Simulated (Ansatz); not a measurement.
# FeB2PbC2: relaxing a made-up structure, part 2 of 2

This structure for FeB2PbC2 is made up. Its elements were placed in a known structure type with a cell scaled to their sizes. What cell does the guess relax to, and how far off was it?

Ansatz 0.2.0; DFT, PBE, plane-wave PAW, files of the set soft_1, scalar-relativistic, ferromagnetic start, cell and ions relaxed at zero pressure; PAW set soft_1 (the session's first sound run).

So far: Set-up; Relaxation of the guess. The relaxed cell has a = 2.875, c = 9.247 Å (conventional setting).

## (3) Bands of the relaxed cell

A second self-consistent run takes a narrower smearing and the mesh shown in its input; the bands follow along the standard path of the relaxed lattice.

This step: DFT, PBE, plane-wave PAW, files of the set soft_1, scalar-relativistic, ferromagnetic start, bands and density of states at the relaxed cell; PAW set soft_1 (Ansatz 0.2.0).

Contents of input.yaml:

```yaml
crystal:
  lattice:
    - [2.8747279003, 0.0, 0.0]
    - [-1.4373639502, 2.4895873906, 0.0]
    - [0.0, 0.0, 9.2468340621]
  atoms:
    - { symbol: Pb, position: [0.6666666667, 0.3333333333, 0.5] }
    - { symbol: Fe, position: [0.0, 0.0, 0.0], spin: 2.4 }
    - { symbol: C, position: [0.0, 0.0, 0.2131539832] }
    - { symbol: C, position: [0.0, 0.0, 0.7868460168] }
    - { symbol: B, position: [0.6666666667, 0.3333333333, 0.2029290069] }
    - { symbol: B, position: [0.6666666667, 0.3333333333, 0.7970709931] }
magnetization:
  spin_polarized: true
kpoints:
  mp_grid: { grid: [12, 12, 4] }
  band_path:
    path:
      - [[0.0, 0.0, 0.0], [0.5, 0.0, 0.0], [0.33333333, 0.33333333, 0.0], [0.0, 0.0, 0.0], [0.0, 0.0, 0.5], [0.5, 0.0, 0.5], [0.33333333, 0.33333333, 0.5], [0.0, 0.0, 0.5]]
      - [[0.5, 0.0, 0.5], [0.5, 0.0, 0.0]]
      - [[0.33333333, 0.33333333, 0.0], [0.33333333, 0.33333333, 0.5]]
    npoints: 8
scf:
  occupations: { method: fermi_dirac, width: 0.03 }
  n_extra_bands: 12
hamiltonian:
  xc: pbe
  pseudopotentials: { kind: paw, azcp: { folder: soft_1 } }
output:
  forces: true
  stress: true
  write_bands: true
  dos: { projected: true }
  write_density: true
  write_potential: true
  elf: true
  volumetric_format: npy
```

On the command line:

```bash
$ ansatz run input.yaml --threads 4 --pin off --max-ram 10240MiB --backend cpu --events-out ev --progress --plain --runs-dir out
```

Numbers of over 12 decimals in the logs are rounded to 6 here.

The log of the run:

```text
[...]
Crystal: 6 atoms, lattice volume = 66.179 Å³
Basis set: ecut = 420 eV, 1279 PW (Γ), exchange–correlation on 40×40×128 points (8 copies of the dense FFT grid, shifted against one another)
Bands: 34, of which v1, the nominal top of the filled ones, is band 22 counted from 1 (21 counted from 0)
Symmetry: 12 space group operations
[...]
k-points: 57 of 576 (time reversal used)
[...]
Starting moments: Σ|m| = 2.4 μB on 1 of 6 sites
[...]
SCF iter   1: F=—  HF=-17207.043319 eV  |F-HF|=—  |Δ(HF+E_count)|=         —  Δρ=5.65e-2 (↑5.65e-2 ↓5.50e-2)  dr2=5.15e1  dr2_m=7.18e-2  M=2.073 μB ∫|m|=2.429 μB  β_m=0.30  ethr=3.10e-3  ⟨swp⟩=6.6  Hψ=17083  notcnv=0  defer=10
[...]
SCF iter  15: F=-17200.432531 eV  HF=-17200.432531 eV  |F-HF|=5.93e-10  |Δ(HF+E_count)|=  4.62e-10  Δρ=5.49e-7 (↑2.16e-7 ↓5.49e-7)  dr2=6.47e-10  dr2_m=2.03e-11  M=2.774 μB ∫|m|=3.043 μB  ethr=4.38e-12  ⟨swp⟩=15.4  Hψ=31058  notcnv=0
SCF 1 converged in 15 iterations: F = -17200.432531 eV  dr2 = 6.47e-10
[...]
NSCF: frozen V_eff on 75 k-points
SCF converged after 15 iterations
Magnetization: 2.7743 μB (23.3872 up, 20.6128 down)
Absolute magnetization: 3.0446 μB (∫|ρ↑−ρ↓|, with the PAW one-centre terms)
[...]
Per-site moments (μB) at R_I (Å): [(-0.014554, 1.133124), (2.425265, 0.813037), (0.054778, 0.685747), (0.054778, 0.685747), (0.00788455, 0.685747), (0.00788455, 0.685747)]
Free energy (F): -17200.432531 eV
[...]
Internal energy: -17200.426860 eV  (E = F + TS)
E sigma→0 (E₀):  -17200.429696 eV
Entropy (-TS):   -0.005672 eV (-0.945 meV/atom)
Fermi energy:    12.511729 eV
[...]
--- Forces (eV/Å), atoms counted from 1 ---
  atom   1  Pb    -0.00000000     0.00000000     0.00000000
  atom   2  Fe    -0.00000000    -0.00000000     0.00000000
  atom   3  C      0.00000000     0.00000000     0.02043618
  atom   4  C      0.00000000     0.00000000    -0.02043618
  atom   5  B     -0.00000000    -0.00000000    -0.00436658
  atom   6  B     -0.00000000    -0.00000000     0.00436658
  max |Σ_I F_I| component: 6.85e-16 eV/Å
--- Stress (GPa, compression-positive) ---
       -0.391081      -0.000000       0.000000
       -0.000000      -0.391081       0.000000
        0.000000       0.000000      -0.459820
  P = ⅓ Tr σ = -0.4140 GPa (-4.140 kbar)
--- Band table (eV; the first three rows and the last of 114) ---
  k-point 0 ↑: bands = [... 18 lower, 10.1049, 11.9053, 11.9053, 12.6098, 12.6098, 13.1660, 17.2957, 20.3444, ... 8 higher]
  k-point 1 ↑: bands = [... 18 lower, 10.1050, 11.9097, 11.9097, 12.5578, 12.6051, 12.6051, 17.9554, 20.2338, ... 8 higher]
  k-point 2 ↑: bands = [... 18 lower, 10.1051, 11.9141, 11.9141, 11.9528, 12.6002, 12.6002, 18.6619, 20.0270, ... 8 higher]
  k-point 56 ↓: bands = [... 18 lower, 10.5423, 10.7400, 12.2617, 12.3163, 13.1860, 13.4548, 14.1342, 14.6317, ... 8 higher]
```

Wall time 15 s (4 threads of Arm Neoverse V2, shared host); peak memory 0.48 GiB; 56 s of CPU time.

This step gave:

```yaml
free_energy: -17200.4325 eV
energy_at_zero_smearing: -17200.4297 eV
smearing_term_ts: 0.005672 eV
fermi_energy: 12.51 eV
magnetization: 2.774 μB
absolute_magnetization: 3.045 μB
site_moments: -0.01455, 2.425, 0.05478, 0.05478, 0.007885, 0.007885 μB
pressure: -0.4140 GPa
```

bands.tsv at the labelled points (eV, zero at the Fermi level; the bands that come nearest the Fermi level along the path):

```
point  band_21_up  band_22_up  band_23_up  band_19_dn  band_20_dn  band_21_dn  band_22_dn  band_23_dn
    Γ        0.10        0.10        0.65        0.18        0.18        0.70        1.77        1.77
    M       -1.23       -1.22        0.08       -1.86       -0.43        0.46        1.31        1.45
    K       -1.78       -1.40       -0.56       -1.02       -0.78       -0.40       -0.19        0.53
    Γ        0.10        0.10        0.65        0.18        0.18        0.70        1.77        1.77
    A       -0.56        0.09        0.09       -0.16        0.18        0.18        1.77        1.77
    L       -1.22       -0.95       -0.42       -0.85       -0.49        0.08        1.29        1.45
    H       -2.26       -1.50        0.48       -1.77       -0.25       -0.20        0.67        0.94
    A       -0.56        0.09        0.09       -0.16        0.18        0.18        1.77        1.77
    L       -1.22       -0.95       -0.42       -0.85       -0.49        0.08        1.29        1.45
    M       -1.23       -1.22        0.08       -1.86       -0.43        0.46        1.31        1.45
    K       -1.78       -1.40       -0.56       -1.02       -0.78       -0.40       -0.19        0.53
    H       -2.26       -1.50        0.48       -1.77       -0.25       -0.20        0.67        0.94
```

Site moment by atom:

```tsv
atom	site moment (μB)
Pb1	-0.01
Fe2	2.43
C3	0.05
C4	0.05
B5	0.01
B6	0.01
```

Spin density in the ac plane at fractional y = 0.000, with atoms of Fe and C within 0.2 Å of it.

Ten even steps from '0' (0.0 e/Å³) to '9' (5.1 e/Å³), each cell a mean:
```
653100000000135
000000000000000
000000000000000
000000000000000
000000000000000
000000000000000
000000000000000
000000000000000
000000000000000
000000000000000
000000000000000
000000000000000
000000000000000
000000000000000
000000000000000
000000000000000
000000000000000
000000000000000
000000000000000
000000000000000
000000000000000
000000000000000
221000000000012
984100000000148
```
Columns run along a (2.9 Å), rows up along c (9.2 Å). Atoms in or near the plane, at fractional coordinates: Fe at (0.00, 0.00), C at (0.00, 0.21), C at (0.00, 0.79).

Valence density in the ac plane at fractional y = 0.000, with atoms of Fe and C within 0.2 Å of it. It is the smooth field of the valence electrons, not physical close to the nuclei.

Ten steps, logarithmic in the rise over the least value, from '_' (0 e/Å³) to '@' (29 e/Å³), each cell a mean:
```
@@%%##++::..________..::++##%%
++==--::..____________..::--==
::::::....____________....::::
------::::............::::----
--------::::........::::------
--------::............::------
::::::......________......::::
....________________________..
______________________________
____________........__________
______......::::::::......____
____....::::--------::::....__
______....::::----::::....____
________................______
______________________________
______________________________
........________________......
------::::....____....::::----
--------::::........::::------
--------::............::------
::::::::....________....::::::
--::::....____________....::::
####++--....________....--++##
@@@@%%**--..________..--**%%@@
```
Columns run along a (2.9 Å), rows up along c (9.2 Å). Atoms in or near the plane, at fractional coordinates: Fe at (0.00, 0.00), C at (0.00, 0.21), C at (0.00, 0.79).

ELF in the ac plane at fractional y = 0.000, with atoms of Fe and C within 0.2 Å of it. It is the smooth field of the valence electrons, not physical close to the nuclei.

Ten even steps from '0' (0.02) to '9' (0.90), each cell a mean:
```
875321122112357
332111222211123
444433322333444
567776533567776
015898644689851
126898644689862
677876433467877
555432211223455
111111111111111
111122333322111
222333444433322
223334444443332
223334444443332
112223333332221
111111222211111
333221111112233
777654322345677
457887544578875
015898644689851
236887544578863
666665433456666
322112222221122
553211122111235
996421122112469
```
Columns run along a (2.9 Å), rows up along c (9.2 Å). Atoms in or near the plane, at fractional coordinates: Fe at (0.00, 0.00), C at (0.00, 0.21), C at (0.00, 0.79).

## (4) Summary of results

* space group, relaxed: P-6m2
* conventional cell: a = 2.875, b = 2.875, c = 9.247 Å; α = 90.0°, β = 90.0°, γ = 120.0°
* volume per atom: 11.03 Å³ (guess 11.81)
* total moment: 2.87 μB in the cell of 6 atoms

**Reading.** FeB2PbC2 relaxes to P-6m2 with a = 2.875, b = 2.875 and c = 9.247 Å. The guessed volume was 7 % too large. The space group P-6m2 was held in the relaxation, so the end point is a stationary structure within it and may be a saddle against distortions or other arrangements. The input starts from parallel moments, and no other start was typed. Bands cross the Fermi level, so it is a metal or semimetal at this level. On the 12×12×4 mesh with the narrower smearing (relaxed on 10×10×4) the largest force component is 0.020 eV/Å and the largest stress component is 0.460 GPa, against the relaxation's thresholds of 0.015 eV/Å and 0.05 GPa. The cutoff wasn't tested. A vector of the cell changed its length by 13 %, more than the volume shows. Spin-orbit coupling is left out, which can matter for elements this heavy. No dispersion term is used, so weakly bound directions may come out too long. Nothing here tests whether the compound is stable against decomposition.

[Logs are printed without paths, hosts, clocks, repeated set-up lines and the standing remarks that a program may print on its own settings, such as how far it seeks lower states.]

[Hosts, paths, dates, database ids (printed as entryN), source tags and the programs' standing remarks are cut or masked in the printed files.]
